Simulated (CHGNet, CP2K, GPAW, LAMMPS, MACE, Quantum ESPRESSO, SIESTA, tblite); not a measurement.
# Running amorphous Ge (61 atoms) with SIESTA, part 2 of 2

Wanted: SIESTA inputs and outputs for amorphous Ge (61 atoms), checked against a plane-wave reference.

Program: SIESTA 5.4.2; the method stands at each step. Banners, paths, timers and routine set-up lines are dropped from the logs unmarked, and long logs keep their key lines alone; longer cuts are marked. The potentials were converted by us to PSML.

So far. Step 2 (PBE, TZP, shift 0.01 Ry, mesh 300 Ry): Forces lie 39 % from the reference's, at 0.42 times its CPU time (on 2 against 4 cores).

## (3) Dynamics at 900 K (PBE, SZP, shift 0.02 Ry, mesh 250 Ry)

Method: Kohn-Sham DFT, PBE, PseudoDojo 0.4.1 norm-conserving pseudopotentials (converted to PSML), numerical atomic orbitals (SZP), diagonalisation.

Input file input.fdf:

```
SystemLabel cell
NumberOfAtoms 61
NumberOfSpecies 1
%block ChemicalSpeciesLabel
  1 32 Ge
%endblock ChemicalSpeciesLabel
LatticeConstant 1.0 Ang
%block LatticeVectors
  11.31680 0.00000 0.00000
  0.00000 11.31680 0.00000
  0.00000 0.00000 11.31680
%endblock LatticeVectors
PAO.BasisSize SZP
PAO.EnergyShift 0.02 Ry
XC.Functional GGA
XC.Authors PBE
MeshCutoff 250 Ry
%block kgrid_Monkhorst_Pack
  1 0 0 0.0
  0 1 0 0.0
  0 0 1 0.0
%endblock kgrid_Monkhorst_Pack
SolutionMethod diagon
OccupationFunction FD
ElectronicTemperature 580 K
SCF.Mixer.Method Pulay
SCF.Mixer.Weight 0.05
SCF.Mixer.History 8
SCF.Mix Hamiltonian
MaxSCFIterations 200
SCF.DM.Tolerance 1e-04
SCF.H.Tolerance 1.0e-3 eV
MD.TypeOfRun Nose
MD.InitialTimeStep 1
MD.FinalTimeStep 31
MD.LengthTimeStep 2.0 fs
MD.InitialTemperature 900 K
MD.TargetTemperature 900 K
WriteCoorStep T
WriteMDHistory T
WriteForces T
Write.DM F
Write.H F
XML.Write F
AtomicCoordinatesFormat Fractional
%block AtomicCoordinatesAndAtomicSpecies
[... 61 atom lines left out: the same atoms as in the first run ...]
%endblock AtomicCoordinatesAndAtomicSpecies
```

The run is started by

```bash
OMP_NUM_THREADS=1 mpirun -np 4 siesta < input.fdf > output.txt
```

The log of the run:

```text
Version         : 5.4.2
reinit: System Name:
reinit: System Label: cell
initatom: Reading input for the pseudopotentials and atomic orbitals ----------
Species number:   1 Atomic number:   32 Label: Ge
Ground state valence configuration (from tables):   4s02  4p02  4d00  4f00
---- Processing specs for species: Ge
GGA--PBE XC_GGA_X_PBE--XC_GGA_C_PBE pb
Semicore shell(s) with 10 electrons included in the valence for Ge
Semicore shell(s): 3d
Fallback to non-perturbative polarization scheme for Ge
Please see the manual if this is not desired in principle
Ge pseudopotential only contains V_ls up to l=2 -- lmxkb reset.
Using PAO.SplitTailNorm
%block ChemicalSpeciesLabel
    1   32 Ge                      # Species index, atomic number, species label
%endblock ChemicalSpeciesLabel
%block PAO.Basis                 # Define Basis set
Ge                    4                    # Species label, number of l-shells
 n=4   0   1                         # n, l, Nzeta
   4.849
   1.000
 n=4   1   1                         # n, l, Nzeta
   6.304
[... lines left out ...]
SCF Convergence by DM+H criterion
[... lines left out ...]
SCF cycle converged after 11 iterations
[... lines left out ...]
   Max    1.928326
[... lines left out ...]
   Max    1.928326    constrained
Stress tensor Voigt[x,y,z,yz,xz,xy] (kbar):      -51.03      -53.29      -47.79        9.19        9.19        6.19
[... lines left out ...]
siesta: Pressure (static):         46.69462551  kBar
[... lines left out ...]
siesta: Pressure (total):         50.69928266  kBar
[... lines left out ...]
        iscf     Eharris(eV)        E_KS(eV)     FreeEng(eV)     dDmax    Ef(eV) dHmax(eV)
[... lines left out ...]
SCF Convergence by DM+H criterion
max |DM_out - DM_in|         :     0.0000081117
max |H_out - H_in|      (eV) :     0.0009980425
SCF cycle converged after 10 iterations
Using DM_out to compute the final energy and forces
siesta: E_KS(eV) =          -148095.4748
siesta: Atomic forces (eV/Ang):
[...]
60   -0.625990   -0.570349   -0.553316
    61   -0.273201    0.915506    0.424453
[...]
Tot    0.010202    0.007494    0.008572
----------------------------------------
   Max    1.896426
   Res    0.586990    sqrt( Sum f_i^2 / 3N )
----------------------------------------
   Max    1.896426    constrained
Stress tensor Voigt[x,y,z,yz,xz,xy] (kbar):      -50.28      -52.86      -46.51        9.08        9.54        6.16
(Free)E + p*V (eV/cell)  -148050.5101
Target enthalpy (eV/cell)  -148095.6334
siesta: Stress tensor (static) (eV/Ang**3):
[...]
siesta: Pressure (static):         46.05572701  kBar
siesta: Stress tensor (total) (eV/Ang**3):
[...]
0.003845   -0.032991    0.005665
         0.005955    0.005665   -0.029030
siesta: Pressure (total):         49.88166146  kBar
siesta: Temp_ion =     652.508 K
siesta: Program's energy decomposition (eV):
siesta: Ebs     =    -18689.605155
siesta: Eions   =    148294.852537
siesta: Ena     =      2741.018094
siesta: Ekin    =    112171.118069
siesta: Enl     =    -78802.050377
siesta: DEna    =       370.445630
siesta: DUscf   =        15.207829
siesta: Ex      =    -34383.678631
siesta: Ec      =     -1912.682856
siesta: Exc     =    -36296.361487
siesta: Ekinion =         5.060593
siesta: Eharris =   -148090.414186
siesta: Etot    =   -148090.414185
siesta: FreeEng =   -148090.572822
siesta: Final energy (eV):
siesta:  Band Struct. =  -18689.605155
siesta:       Kinetic =  112171.118069
siesta:       Hartree =   48655.626335
siesta:         Exch. =  -34383.678631
siesta:         Corr. =   -1912.682856
siesta:   Exch.-corr. =  -36296.361487
siesta:  Ion-electron = -203932.114247
siesta:       Ion-ion =  -68693.743448
siesta:       Ekinion =       5.060593
siesta:         Total = -148090.414185
siesta:         Fermi =      -3.213560
siesta: Stress tensor (static) (eV/Ang**3):
siesta:    -0.029573    0.003961    0.006030
siesta:     0.003961   -0.030327    0.005329
siesta:     0.006030    0.005329   -0.026337
siesta: Cell volume =       1449.342149 Ang**3
siesta: Pressure (static):
siesta:                Solid            Molecule  Units
siesta:           0.00031308          0.00043823  Ry/Bohr**3
siesta:           0.02874572          0.04023666  eV/Ang**3
siesta:          46.05572701         64.46623412  kBar
    Orbital volume contribution        =          29.865632 eV
    (Free)E + p_basis*V_orbitals       =     -148065.767784 eV
    (Free)Eharris+ p_basis*V_orbitals  =     -148065.767785 eV
```

Elapsed: 12 min, on 4 MPI ranks of Arm Neoverse V1, shared host; peak memory 1.3 GiB; 46 min of CPU time.

This basis is small, so path and final geometry are those of the cheap level.

The trajectory, sampled:

```csv
time (fs),T (K),potential (meV/atom)
0.0,900,0.0
4.0,890,1.3
8.0,852,6.8
12.0,805,15.2
16.0,771,25.2
20.0,771,35.2
24.0,821,43.8
28.0,925,49.9
32.0,1063,52.9
36.0,1180,52.9
40.0,1204,50.8
44.0,1113,47.9
48.0,958,45.0
52.0,806,42.4
56.0,701,40.3
60.0,653,38.5
```

Mean square displacement from the first frame to the last: Ge 0.085 Å².

Table of mean square displacement, Ge by time lag:

```csv
time lag (fs),"mean square displacement, Ge (Å²)"
2.0,1.2e-4
4.0,4.9e-4
6.0,0.00111
8.0,0.00199
10.0,0.00311
12.0,0.00448
14.0,0.00610
16.0,0.00795
18.0,0.0100
20.0,0.0123
22.0,0.0149
24.0,0.0176
26.0,0.0205
28.0,0.0235
30.0,0.0267
```

## (4) Local order late in the run (PBE, SZP, shift 0.02 Ry, mesh 250 Ry)

The g(r) is a mean over frames of the second half; bonds, counts and rings are those of the last frame.

Density 5.08 g/cm³, 23.76 Å³ an atom.

Mean of 16 frames. Pair distribution function in bins of 0.2 Å:

```csv
r (Å),total
2.30,0.72
2.50,4.00
2.70,1.17
2.90,0.18
3.10,0.07
3.30,0.35
3.50,0.71
3.70,1.02
3.90,1.57
4.10,1.81
4.30,1.51
4.50,1.19
4.70,0.83
4.90,0.78
5.10,0.70
5.30,0.78
5.50,0.97
```

Bonds by pair of elements; cutoffs follow the first minimum of g(r), held within bounds set by covalent radii, and pairs that aren't listed don't count as bonded:

```csv
pair A-B,cutoff (Å),bonds,mean length (Å),spread (Å),shortest (Å),B about A,A about B
Ge-Ge,3.02,126,2.55,0.125,2.34,4.13,4.13
```

How many atoms have how many bonded neighbours:

```csv
element,mean,4,5
Ge,4.13,53,8
```

Rings of the network by King's shortest-path rule, up to 12 atoms, one path for each pair of neighbours; H, halogens, alkali and alkaline-earth atoms are left out, and the last column divides by all other atoms, bonded or not:

```csv
ring size (atoms),rings,per network atom
4,5,0.082
5,39,0.639
6,58,0.951
7,26,0.426
8,4,0.066
```

## (5) Results

- force difference from the reference: SIESTA PBE, TZP, shift 0.01 Ry, mesh 300 Ry, 39 %
- its CPU time: 7.8 min
- mean temperature, second half (PBE, SZP, shift 0.02 Ry, mesh 250 Ry): 969.3 K

**Reading.** The PBE run in local orbitals differs by 39 % (SIESTA PBE, TZP, shift 0.01 Ry, mesh 300 Ry); basis, grid and potentials can all enter. One electronic-structure run takes under half the reference's CPU time: SIESTA PBE, TZP, shift 0.01 Ry, mesh 300 Ry, at 39 % in 7.8 min against 18 min; its pressure misses by +1.5 GPa. In pressure, SIESTA PBE, TZP, shift 0.01 Ry, mesh 300 Ry misses by +1.5 GPa, at the same functional. The trajectory (PBE, SZP, shift 0.02 Ry, mesh 250 Ry): over the second half of 60 fs the temperature averages 969 K, falling from about 1091 to 692 K (means over the first and last quarter of that half). The atoms reach a mean square displacement of 0.085 Å² at the end; the farthest move is 0.59 Å. The run spans 0.06 ps, too short for its means to be equilibrium values. Rings of 6 atoms are the most common (44 % of those counted); sizes run from 4 to 8. The reference's pressure holds the uncorrected Pulay stress of its 45 Ry basis, so small pressure differences, and their order, may be the reference's own error. The quench rate of 5 K/ps is many orders above laboratory rates, so the cell is likely richer in defects and strain than a real sample. The network of bonds at the start is that of the classical potential that made the cell, and needn't be the one that DFT or experiment would give. The reference's pressure of 2.0 GPa belongs to a cell and atoms that aren't relaxed at this level. The electronic-structure runs sample only Γ, in a cell whose shortest periodic width is 11 Å, which is coarse for a cell with partly filled levels.

[Also dropped from logs without a mark: logging warnings of Python, and SIESTA's first energy breakdown and zero terms.]

[Logs are printed without paths, hosts, clocks, repeated set-up lines and the standing remarks that a program may print on its own settings, such as how far it seeks lower states.]

[Hosts, paths, dates, database ids (printed as entryN), source tags and the programs' standing remarks are cut or masked in the printed files.]
